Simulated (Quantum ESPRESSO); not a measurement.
# How biaxial strain moves the moments of FeClO, part 2 of 2

How does biaxial strain change the magnetic state of FeClO?

Quantum ESPRESSO 7.5; LDA with U = 4.5 eV on Fe d (ortho-atomic projectors); plane waves with GBRV 1.5 LDA potentials, no spin-orbit coupling.

So far, absolute magnetization (μB): step 2 (biaxial 0.94, ferro ++) 10.00; step 3 (biaxial 0.94, antiferro +-) 9.02.

## (4) Biaxial 0.94, no spin polarisation

pw.in

```
&CONTROL
  calculation = 'scf'
  prefix = 'pwscf'
  outdir = './tmp'
  pseudo_dir = './pseudo'
  disk_io = 'nowf'
  tprnfor = .true.
  tstress = .true.
/
&SYSTEM
  ibrav = 0
  celldm(1) = 8
  nat = 6
  ntyp = 3
  ecutwfc = 40
  ecutrho = 280
  nbnd = 39
  occupations = 'smearing'
  smearing = 'fd'
  degauss = 0.00734986
/
&ELECTRONS
  conv_thr = 1.2d-08
  electron_maxstep = 150
  mixing_beta = 0.3
/
ATOMIC_SPECIES
Fe     55.8450 fe_lda_v1.5.uspp.F.UPF
Cl     35.4500 cl_lda_v1.4.uspp.F.UPF
O      15.9990 o_lda_v1.2.uspp.F.UPF
CELL_PARAMETERS alat
   0.7331853904629    0.0000000000000    0.0000000000000
   0.0000000000000    0.8393218582525    0.0000000000000
   0.0000000000000    0.0000000000000    1.8701202160828
ATOMIC_POSITIONS crystal
Fe      0.5000000000    0.0000000000    0.1156800000
Fe      0.0000000000    0.5000000000    0.8843200000
Cl      0.0000000000    0.0000000000    0.3300300000
Cl      0.5000000000    0.5000000000    0.6699700000
O       0.0000000000    0.0000000000    0.9516800000
O       0.5000000000    0.5000000000    0.0483200000
K_POINTS automatic
6 6 6 0 0 0
HUBBARD {ortho-atomic}
U Fe-3d 4.5000
```

Started as:

```bash
> OMP_NUM_THREADS=1 mpirun -n 4 pw.x -nk 4 -in pw.in > pw.out
```

Output:

```text
     [... lines left out ...]
Program PWSCF v.7.5 starts
     [... lines left out ...]
     number of atoms/cell      =            6
     [... lines left out ...]
     number of electrons       =        58.00
     number of Kohn-Sham states=           39
     kinetic-energy cutoff     =      40.0000  Ry
     charge density cutoff     =     280.0000  Ry
     scf convergence threshold =      1.2E-08
     [... lines left out ...]
      8 Sym. Ops., with inversion, found ( 4 have fractional translation)
     [... lines left out ...]
     number of k points=    64  Fermi-Dirac smearing, width (Ry)=  0.0073
     [... lines left out ...]
     iteration # 15     ecut=    40.00 Ry     beta= 0.30
     [... lines left out ...]
     Tr[ns(  1)] =   6.27893
     [... lines left out ...]
     Tr[ns(  2)] =   6.27893
     [... lines left out ...]
     the Fermi energy is     6.5866 ev
!    total energy              =    -631.34955711 Ry
     estimated scf accuracy    <          6.3E-10 Ry
     smearing contrib. (-TS)   =      -0.00929490 Ry
     [... lines left out ...]
     convergence has been achieved in  15 iterations
     [... lines left out ...]
     Total force =     0.119058     Total SCF correction =     0.000080
     [... lines left out ...]
          total   stress  (Ry/bohr**3)                   (kbar)     P=      -80.85
     [... lines left out ...]
```

The job ended after 52 s (4 MPI ranks of Arm Neoverse V1, shared host; peak memory 0.54 GiB).

This step gave:

| Item | Value |
| --- | --- |
| smearing term TS | 0.1265 eV |
| pressure | -8.085 GPa |
| final state | non-magnetic (no spin polarisation) |

## (5) Biaxial 1.06, ferro ++

pw.in: that of step 4 with these lines changed.

```diff
@@ -16,3 +16,3 @@
   ecutrho = 280
-  nbnd = 39
+  nbnd = 43
   occupations = 'smearing'
@@ -20,2 +20,6 @@
   degauss = 0.00734986
+  nspin = 2
+  starting_magnetization(1) = 0.25
+  starting_magnetization(2) = 0
+  starting_magnetization(3) = 0
 /
@@ -31,4 +35,4 @@
 CELL_PARAMETERS alat
-   0.7331853904629    0.0000000000000    0.0000000000000
-   0.0000000000000    0.8393218582525    0.0000000000000
+   0.8267835254156    0.0000000000000    0.0000000000000
+   0.0000000000000    0.9464693295188    0.0000000000000
    0.0000000000000    0.0000000000000    1.8701202160828
```

Output:

```text
     [... lines left out ...]
Program PWSCF v.7.5 starts
     [... lines left out ...]
     number of atoms/cell      =            6
     [... lines left out ...]
     number of electrons       =        58.00
     number of Kohn-Sham states=           43
     kinetic-energy cutoff     =      40.0000  Ry
     charge density cutoff     =     280.0000  Ry
     scf convergence threshold =      1.2E-08
     [... lines left out ...]
      8 Sym. Ops., with inversion, found ( 4 have fractional translation)
     [... lines left out ...]
     number of k points=    64  Fermi-Dirac smearing, width (Ry)=  0.0073
     [... lines left out ...]
     iteration # 13     ecut=    40.00 Ry     beta= 0.30
     [... lines left out ...]
     Magnetic moment per site  (integrated on atomic sphere of radius R)
     atom   1 (R=0.202)  charge= 13.1086  magn=  3.9700
     atom   2 (R=0.202)  charge= 13.1086  magn=  3.9700
     atom   3 (R=0.238)  charge=  5.2841  magn=  0.1959
     atom   4 (R=0.238)  charge=  5.2841  magn=  0.1959
     atom   5 (R=0.202)  charge=  5.5668  magn=  0.4155
     atom   6 (R=0.202)  charge=  5.5668  magn=  0.4155
     [... lines left out ...]
     Tr[ns(  1)] (up, down, total) =   4.98553  0.74189  5.72743
     [... lines left out ...]
     Tr[ns(  2)] (up, down, total) =   4.98553  0.74189  5.72743
     [... lines left out ...]
     the Fermi energy is     4.4642 ev
!    total energy              =    -631.56193003 Ry
     estimated scf accuracy    <          2.7E-09 Ry
     smearing contrib. (-TS)   =      -0.00002764 Ry
     [... lines left out ...]
     total magnetization       =    10.00 Bohr mag/cell
     absolute magnetization    =    10.00 Bohr mag/cell
     convergence has been achieved in  13 iterations
     [... lines left out ...]
     Total force =     0.057323     Total SCF correction =     0.000082
     [... lines left out ...]
          total   stress  (Ry/bohr**3)                   (kbar)     P=     -117.82
     [... lines left out ...]
```

The job ended after 2.1 min (4 MPI ranks; peak memory 0.93 GiB).

This step gave:

| Item | Value |
| --- | --- |
| smearing term TS | 3.76e-4 eV |
| pressure | -11.78 GPa |
| magnetization | 10 μB |
| absolute magnetization | 10.00 μB |
| final state | ferromagnetic |
| largest moment | 3.97 μB |

## (6) The series

The runs not shown differ from these in the moved quantity alone.

Final states:

| biaxial | ferro ++ | antiferro +- | no spin polarisation |
| --- | --- | --- | --- |
| 0.94 | ferromagnetic | antiferromagnetic | non-magnetic |
| 0.96 | ferromagnetic | antiferromagnetic | non-magnetic |
| 0.98 | ferromagnetic | antiferromagnetic | non-magnetic |
| 1 | ferromagnetic | antiferromagnetic | non-magnetic |
| 1.02 | ferromagnetic | antiferromagnetic | non-magnetic |
| 1.04 | ferromagnetic | antiferromagnetic | non-magnetic |
| 1.06 | ferromagnetic | antiferromagnetic | non-magnetic |

The largest site moment by biaxial:

| biaxial (factor) | ferro ++ (μB) | antiferro +- (μB) |
| --- | --- | --- |
| 0.9400 | 3.77 | 3.72 |
| 0.9600 | 3.81 | 3.77 |
| 0.9800 | 3.85 | 3.82 |
| 1.0000 | 3.89 | 3.86 |
| 1.0200 | 3.92 | 3.89 |
| 1.0400 | 3.95 | 3.93 |
| 1.0600 | 3.97 | 3.95 |

The energy less that of the parallel start by biaxial; values in meV a seeded atom:

| biaxial (factor) | antiferro +- | no spin polarisation |
| --- | --- | --- |
| 0.9400 | -95.1 | 1459 |
| 0.9600 | -75.0 | 1742 |
| 0.9800 | -59.0 | 1996 |
| 1.0000 | -46.2 | 2226 |
| 1.0200 | -35.7 | 2431 |
| 1.0400 | -26.9 | 2616 |
| 1.0600 | -19.6 | 2780 |

The energy over the lowest by biaxial; values in meV an atom:

| biaxial (factor) | ferro ++ | antiferro +- | no spin polarisation |
| --- | --- | --- | --- |
| 0.9400 | 117 | 85.1 | 603 |
| 0.9600 | 53.4 | 28.4 | 634 |
| 0.9800 | 21.1 | 1.43 | 687 |
| 1.0000 | 15.4 | 0 | 757 |
| 1.0200 | 32.4 | 20.5 | 843 |
| 1.0400 | 68.8 | 59.8 | 941 |
| 1.0600 | 122 | 115 | 1048 |

## (7) Outcome

| Quantity | Value |
| --- | --- |
| moment, parallel start | 3.77 to 3.97 μB |
| states met from these starts | antiferromagnetic and ferromagnetic |

**Reading.** The moment of the parallel start goes from 3.77 μB at 0.94 to 3.97 μB at 1.06. The net moment of the cell goes from 10.00 to 10 μB. The radius of the spheres follows the nearest distance, so part of the change of the site moments is the spheres'. The largest moment of the start antiferro +- lies between 3.72 and 3.95 μB. The start antiferro +- lies under the parallel one at every finished point, by 19.6 to 95.1 meV a seeded atom. Energies are free energies at an electronic temperature of 1160 K, which lowers moments and differences where the moments are itinerant.

[Logs and program files are shortened in this print: banners, set-up blocks, solver, clock and traceback lines can be left out without a mark of their own.]

[Logs are printed without paths, hosts, clocks, repeated set-up lines and the standing remarks that a program may print on its own settings, such as how far it seeks lower states.]

[Hosts, paths, dates, database ids (printed as entryN), source tags and the programs' standing remarks are cut or masked in the printed files.]

[Where a cell is said to come from a database of computed structures, the database is the Materials Project.]
